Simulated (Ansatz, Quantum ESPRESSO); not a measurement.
# RbCaHBr2 (P4/mmm): Raman and infrared activity

Which lines does RbCaHBr2 (P4/mmm) show in Raman and infrared spectra?

Calculated with Quantum ESPRESSO 8.0 development, patched; DFT LDA, scalar-relativistic, plane waves, PseudoDojo norm-conserving pseudopotentials.

The structure was built from a prototype and need not be the compound's stable phase.

**1. The starting structure**

It takes space group P4/mmm (No. 123, tetragonal). Conventional cell: a = 5.380 Å, b = 5.380 Å, c = 5.380 Å, α = 90.00°, β = 90.00°, γ = 90.00°. Nearest to Rb lie 8 Br at 3.80 Å and 4 H at 3.80 Å. Ca has 4 Br at 2.69 Å and 2 H at 2.69 Å nearest. Nearest to Br lie 2 Ca at 2.69 Å and 4 H at 3.80 Å and 4 Rb at 3.80 Å. Nearest to H lie 2 Ca at 2.69 Å. Farther neighbours and most contacts between anions are not listed.

**2. A first look**

A cheap run with smearing and empty bands tells whether the crystal has a gap, which decides between fixed occupations and smearing later on.

Input file probe.in:

```
&control
   calculation = 'scf'
   prefix = 'x'
   outdir = './tmp'
   pseudo_dir = './pseudo'
   tprnfor = .true.
   tstress = .true.
   verbosity = 'high'
/
&system
   ibrav = 1
   celldm(1) = 10.16723048
   nat = 5
   ntyp = 4
   ecutwfc = 74.0
   occupations = 'smearing'
   smearing = 'gaussian'
   degauss = 0.01
/
&electrons
   conv_thr = 1.0d-07
   mixing_beta = 0.7
   electron_maxstep = 100
/
ATOMIC_SPECIES
 Rb     85.4678  Rb.upf
 Ca     40.0780  Ca.upf
 Br     79.9040  Br.upf
 H       1.0080  H.upf
ATOMIC_POSITIONS crystal
 Rb     0.000000000   0.000000000   0.000000000
 Ca     0.500000000   0.500000000   0.500000000
 Br     0.500000000   0.000000000   0.500000000
 Br     0.000000000   0.500000000   0.500000000
 H      0.500000000   0.500000000   0.000000000
K_POINTS automatic
 4 4 4 0 0 0
```

The run is started by

```bash
$ OMP_NUM_THREADS=1 mpirun -n 4 pw.x -nk 4 -in probe.in > probe.out
```

Output:

```text
[banners, grids, parts of the stress and lines that vanish by symmetry left out]
Program PWSCF v.8.0dev
     bravais-lattice index     =            1
     lattice parameter (alat)  =      10.1672  a.u.
[...]
kinetic-energy cutoff     =      74.0000  Ry
     charge density cutoff     =     296.0000  Ry
     scf convergence threshold =      1.0E-07
[...]
Exchange-correlation= SLA-PW-NOGX-NOGC
                           (   1   4   0   0   0   0   0)
[...]
16 Sym. Ops., with inversion, found
[...]
(     0          1          0      )
                  (     0          0          1      )
[...]
(  0.0000000  1.0000000  0.0000000 )
                  (  0.0000000  0.0000000  1.0000000 )
[...]
(     0         -1          0      )
                  (     0          0          1      )
[...]
c_bands: 2 eigenvalues not converged on the other pools
[...]
c_bands: 1 eigenvalues not converged on the other pools
[...]
End of self-consistent calculation
[...]
the Fermi energy is     4.9794 ev
!    total energy              =    -196.32157193 Ry
[...]
convergence has been achieved in   6 iterations
[...]
atom    1 type  1   force =     0.00000000    0.00000000    0.00000000
     atom    2 type  2   force =     0.00000000    0.00000000    0.00000000
     atom    3 type  3   force =     0.00000000    0.00000000    0.00000000
     atom    4 type  3   force =     0.00000000    0.00000000    0.00000000
     atom    5 type  4   force =     0.00000000    0.00000000    0.00000000
[...]
Total force =     0.000000     Total SCF correction =     0.000000
[...]
total   stress  (Ry/bohr**3)                   (kbar)     P=       -7.47
[...]
XML data file, charge density, pseudopotentials, collected wavefunctions

   JOB DONE.
```

The job ended after 19 s (4 MPI ranks of Arm Neoverse V1, shared host; 74 s of CPU time).

Read from the output:

| Quantity | Value |
| --- | --- |
| volume per atom | 31.15 Å³ |
| pressure | -0.7473 GPa |
| gap on the k-mesh | 2.843 eV |

A gap of 2.8 eV opens on this mesh, so the crystal is taken as an insulator; the start stands at -0.75 GPa.

**3. Relaxation**

The relaxation runs at a cutoff a fifth above that of the response, since stress converges more slowly with the basis than frequencies do. Forces and stress are brought to rest with tight thresholds.

Input file relax.in:

```
&control
   calculation = 'vc-relax'
   prefix = 'x'
   outdir = './tmp'
   pseudo_dir = './pseudo'
   tprnfor = .true.
   tstress = .true.
   forc_conv_thr = 2.0d-05
   etot_conv_thr = 1.0d-07
   nstep = 40
/
&system
   ibrav = 1
   celldm(1) = 10.16723048
   nat = 5
   ntyp = 4
   ecutwfc = 89
   occupations = 'fixed'
   nbnd = 19
/
&electrons
   conv_thr = 1.0d-11
   mixing_beta = 0.7
   electron_maxstep = 100
/
&ions
/
&cell
   press_conv_thr = 0.2
/
ATOMIC_SPECIES
 Rb     85.4678  Rb.upf
 Ca     40.0780  Ca.upf
 Br     79.9040  Br.upf
 H       1.0080  H.upf
ATOMIC_POSITIONS crystal
 Rb     0.000000000   0.000000000   0.000000000
 Ca     0.500000000   0.500000000   0.500000000
 Br     0.500000000   0.000000000   0.500000000
 Br     0.000000000   0.500000000   0.500000000
 H      0.500000000   0.500000000   0.000000000
K_POINTS automatic
 4 4 4 0 0 0
```

The run is started by

```bash
$ OMP_NUM_THREADS=1 mpirun -n 4 pw.x -nk 4 -in relax.in > relax.out
```

Output:

```text
[banners, grids, parts of the stress and lines that vanish by symmetry left out]
[banner, memory and clock lines left out]
Program PWSCF v.8.0dev

[...]
kinetic-energy cutoff     =      89.0000  Ry
     charge density cutoff     =     356.0000  Ry
     scf convergence threshold =      1.0E-11
[...]
energy convergence thresh.=      1.0E-07
     force convergence thresh. =      2.0E-05
     press convergence thresh. =      2.0E-01
     Exchange-correlation= SLA-PW-NOGX-NOGC
                           (   1   4   0   0   0   0   0)
[...]
16 Sym. Ops., with inversion, found
[...]
number of k points=    18
[...]
c_bands:  1 eigenvalues not converged
     c_bands: 1 eigenvalues not converged on the other pools
[...]
c_bands:  2 eigenvalues not converged
     c_bands:  2 eigenvalues not converged
     c_bands:  1 eigenvalues not converged
     c_bands: 5 eigenvalues not converged on the other pools
[...]
End of self-consistent calculation
[...]
highest occupied, lowest unoccupied level (ev):     3.0739    5.9164
!    total energy              =    -196.32161489 Ry
[...]
convergence has been achieved in   9 iterations
[...]
atom    1 type  1   force =     0.00000000    0.00000000    0.00000000
     atom    2 type  2   force =     0.00000000    0.00000000    0.00000000
     atom    3 type  3   force =     0.00000000    0.00000000    0.00000000
     atom    4 type  3   force =     0.00000000    0.00000000    0.00000000
     atom    5 type  4   force =     0.00000000    0.00000000    0.00000000
     Total force =     0.000000     Total SCF correction =     0.000000
[...]
total   stress  (Ry/bohr**3)                   (kbar)     P=       -7.47
[...]
number of bfgs steps    =   0
[...]
CELL_PARAMETERS (alat= 10.16723048)
[...]
ATOMIC_POSITIONS (crystal)
Rb               0.0000000000        0.0000000000        0.0000000000
Ca               0.5000000000        0.5000000000        0.5000000000
Br               0.5000000000        0.0000000000        0.5000000000
Br               0.0000000000        0.5000000000        0.5000000000
[...]
New effective cutoffs (rho, wfc):  361.86   90.48
[...]
End of self-consistent calculation
[...]
highest occupied, lowest unoccupied level (ev):     3.1069    5.9470
!    total energy              =    -196.32517674 Ry
[...]
convergence has been achieved in   6 iterations
[...]
atom    1 type  1   force =     0.00000000    0.00000000    0.00000000
     atom    2 type  2   force =     0.00000000    0.00000000    0.00000000
     atom    3 type  3   force =     0.00000000    0.00000000    0.00000000
     atom    4 type  3   force =     0.00000000    0.00000000    0.00000000
     atom    5 type  4   force =     0.00000000    0.00000000    0.00000000
     Total force =     0.000000     Total SCF correction =     0.000000
[...]
total   stress  (Ry/bohr**3)                   (kbar)     P=       -8.29
[...]
number of bfgs steps    =   1
[...]
WARNING: bfgs curvature condition failed, Theta= 0.813
[...]
CELL_PARAMETERS (alat= 10.16723048)
[...]
ATOMIC_POSITIONS (crystal)
[...]
New effective cutoffs (rho, wfc):  368.57   92.23
[...]
c_bands: 1 eigenvalues not converged on the other pools
[...]
End of self-consistent calculation
[...]
!    total energy              =    -196.37848164 Ry
[...]
convergence has been achieved in   7 iterations
[...]
Total force =     0.000000     Total SCF correction =     0.000000
[...]
total   stress  (Ry/bohr**3)                   (kbar)     P=        0.13
[...]
number of bfgs steps    =  11
[...]
highest occupied, lowest unoccupied level (ev):     4.2836    7.0157
!    total energy              =    -196.37848293 Ry
[...]
convergence has been achieved in   6 iterations
[...]
Total force =     0.000000     Total SCF correction =     0.000000
[...]
total   stress  (Ry/bohr**3)                   (kbar)     P=       -0.02
[...]
number of bfgs steps    =  12
[...]
New effective cutoffs (rho, wfc):  558.77  141.60
[...]
highest occupied, lowest unoccupied level (ev):     4.2842    7.0158
!    total energy              =    -196.37848310 Ry
[...]
convergence has been achieved in   6 iterations
[...]
Total force =     0.000000     Total SCF correction =     0.000000
[...]
total   stress  (Ry/bohr**3)                   (kbar)     P=       -0.02
[...]
number of bfgs steps    =  13
[...]
CELL_PARAMETERS (alat= 10.16723048)
[...]
ATOMIC_POSITIONS (crystal)
[...]
New effective cutoffs (rho, wfc):  558.82  141.61
[...]
End of self-consistent calculation
[...]
highest occupied, lowest unoccupied level (ev):     4.2848    7.0163
!    total energy              =    -196.37848311 Ry
[...]
convergence has been achieved in   4 iterations
[...]
atom    3 type  3   force =     0.00000000    0.00000000    0.00000000
     atom    4 type  3   force =     0.00000000    0.00000000    0.00000000
     atom    5 type  4   force =     0.00000000    0.00000000    0.00000000
     Total force =     0.000000     Total SCF correction =     0.000000
[...]
total   stress  (Ry/bohr**3)                   (kbar)     P=       -0.00
[...]
bfgs converged in  15 scf cycles and  14 bfgs steps
[...]
End of BFGS Geometry Optimization
     Final enthalpy           =    -196.3784831058 Ry
     File ./tmp/x.bfgs deleted, as requested
[...]
CELL_PARAMETERS (alat= 10.16723048)
[...]
ATOMIC_POSITIONS (crystal)
[...]
Br               0.0000000000        0.5000000000        0.5000000000
H                0.5000000000        0.5000000000        0.0000000000
[...]
Final scf calculation at the relaxed structure.
[...]
kinetic-energy cutoff     =      89.0000  Ry
     charge density cutoff     =     356.0000  Ry
     scf convergence threshold =      1.0E-13
[...]
press convergence thresh. =      2.0E-01
     Exchange-correlation= SLA-PW-NOGX-NOGC
                           (   1   4   0   0   0   0   0)
[...]
16 Sym. Ops., with inversion, found
[...]
number of k points=    18
[...]
c_bands: 1 eigenvalues not converged on the other pools
[...]
c_bands:  1 eigenvalues not converged
     c_bands:  1 eigenvalues not converged
     c_bands: 1 eigenvalues not converged on the other pools
[...]
End of self-consistent calculation
[...]
highest occupied, lowest unoccupied level (ev):     4.2848    7.0163
!    total energy              =    -196.37847154 Ry
[...]
convergence has been achieved in  11 iterations
[...]
atom    1 type  1   force =     0.00000000    0.00000000    0.00000000
     atom    2 type  2   force =     0.00000000    0.00000000    0.00000000
     atom    3 type  3   force =     0.00000000    0.00000000    0.00000000
     atom    4 type  3   force =     0.00000000    0.00000000    0.00000000
     atom    5 type  4   force =     0.00000000    0.00000000    0.00000000
     Total force =     0.000000     Total SCF correction =     0.000000
[...]
total   stress  (Ry/bohr**3)                   (kbar)     P=        0.00
[...]
XML data file, charge density, pseudopotentials, collected wavefunctions
```

The job ended after 5.1 min (4 MPI ranks).

The steps of the relaxation:

| step | energy less that of the first step (eV) | largest force (eV/Å) | pressure (GPa) | volume (Å³) |
| --- | --- | --- | --- | --- |
| 1 | 0.0000 | 0.0000 | -0.75 | 155.74 |
| 2 | -0.0485 | 0.0000 | -0.83 | 155.15 |
| 3 | -0.1003 | 0.0000 | -0.90 | 154.39 |
| 4 | -0.1759 | 0.0000 | -0.97 | 153.15 |
| 5 | -0.2848 | 0.0000 | -1.04 | 151.12 |
| 6 | -0.4370 | 0.0000 | -1.05 | 147.86 |
| 7 | -0.6293 | 0.0000 | -0.85 | 142.63 |
| 8 | -0.7733 | 0.0000 | 0.06 | 134.21 |
| 9 | -0.7735 | 0.0000 | 0.12 | 133.78 |
| 10 | -0.7736 | 0.0000 | 0.09 | 133.95 |
| 11 | -0.7736 | 0.0000 | 0.07 | 134.08 |
| 12 | -0.7737 | 0.0000 | 0.01 | 134.32 |
| 13 | -0.7737 | 0.0000 | 0.00 | 134.38 |
| 14 | -0.7737 | 0.0000 | 0.00 | 134.37 |
| 15 | -0.7737 | 0.0000 | 0.00 | 134.36 |
| 16 | -0.7736 | 0.0000 | 0.00 | 134.36 |

| cell as run | before | after | change |
| --- | --- | --- | --- |
| a (Å) | 5.380 | 5.614 | +4.4 % |
| b (Å) | 5.380 | 5.614 | +4.4 % |
| c (Å) | 5.380 | 4.263 | -20.8 % |
| volume (Å³/atom) | 31.15 | 26.87 | -13.7 % |

Final coordinates:

```xyz
5
Lattice="5.6144 0.0000 0.0000 0.0000 5.6144 0.0000 0.0000 0.0000 4.2626" Properties=species:S:1:pos:R:3 pbc="T T T"
Rb    0.0000    0.0000    0.0000
Ca    2.8072    2.8072    2.1313
Br    2.8072    0.0000    2.1313
Br    0.0000    2.8072    2.1313
H     2.8072    2.8072    0.0000
```

The last row of the table of steps is pw.x's closing run on a basis chosen anew for the final cell, so its energy can jump.

This step gave:

```
volume per atom   : 26.87 Å³
pressure          : 0 GPa
gap on the k-mesh : 2.732 eV
```

The volume changes by -13.7 % from the cell with which this run began.

**4. Ground state**

Perturbation theory inherits every error of the wavefunctions, so the threshold is set near the limit of the arithmetic. With a gap, occupations are fixed, which also allows the response to an electric field.

Input file scf.in:

```
&control
   calculation = 'scf'
   prefix = 'x'
   outdir = './tmp'
   pseudo_dir = './pseudo'
   tprnfor = .true.
   tstress = .true.
/
&system
   ibrav = 6
   celldm(1) = 10.60966104
   celldm(3) = 0.75922494
   nat = 5
   ntyp = 4
   ecutwfc = 74.0
   occupations = 'fixed'
   nbnd = 19
/
&electrons
   conv_thr = 1.0d-12
   mixing_beta = 0.7
   electron_maxstep = 100
/
ATOMIC_SPECIES
 Rb     85.4678  Rb.upf
 Ca     40.0780  Ca.upf
 Br     79.9040  Br.upf
 H       1.0080  H.upf
ATOMIC_POSITIONS crystal
 Rb     0.000000000   0.000000000   0.000000000
 Ca     0.500000000   0.500000000   0.500000000
 Br     0.500000000   0.000000000   0.500000000
 Br     0.000000000   0.500000000   0.500000000
 H      0.500000000   0.500000000   0.000000000
K_POINTS automatic
 4 4 4 0 0 0
```

The run is started by

```bash
$ OMP_NUM_THREADS=1 mpirun -n 4 pw.x -nk 4 -in scf.in > scf.out
```

Output:

```text
[banners, grids, parts of the stress and lines that vanish by symmetry left out]
[banner, memory and clock lines left out]
Program PWSCF v.8.0dev

[...]
kinetic-energy cutoff     =      74.0000  Ry
     charge density cutoff     =     296.0000  Ry
     scf convergence threshold =      1.0E-12
[...]
Exchange-correlation= SLA-PW-NOGX-NOGC
                           (   1   4   0   0   0   0   0)
[...]
16 Sym. Ops., with inversion, found
[...]
number of k points=    18
[...]
c_bands:  1 eigenvalues not converged
     c_bands:  1 eigenvalues not converged
     c_bands: 1 eigenvalues not converged on the other pools
[...]
End of self-consistent calculation
[...]
highest occupied, lowest unoccupied level (ev):     4.2848    7.0163
!    total energy              =    -196.37842737 Ry
[...]
convergence has been achieved in  10 iterations
[...]
atom    1 type  1   force =     0.00000000    0.00000000    0.00000000
     atom    2 type  2   force =     0.00000000    0.00000000    0.00000000
     atom    3 type  3   force =     0.00000000    0.00000000    0.00000000
     atom    4 type  3   force =     0.00000000    0.00000000    0.00000000
     atom    5 type  4   force =     0.00000000    0.00000000    0.00000000
     Total force =     0.000000     Total SCF correction =     0.000000
[...]
total   stress  (Ry/bohr**3)                   (kbar)     P=       -0.02
[...]
XML data file, charge density, pseudopotentials, collected wavefunctions
```

The job ended after 21 s (4 MPI ranks; 86 s of CPU time).

Read from the output:

```
pressure : -0.002 GPa
```

The cell stands at -0.002 GPa, close enough for phonons.

[end of part 1 of 3]

[Host names and launcher messages were left out of these logs when they were recorded.]

[Logs are printed without paths, hosts, clocks, repeated set-up lines and the standing remarks that a program may print on its own settings, such as how far it seeks lower states.]

[Hosts, paths, dates, database ids (printed as entryN), source tags and the programs' standing remarks are cut or masked in the printed files.]
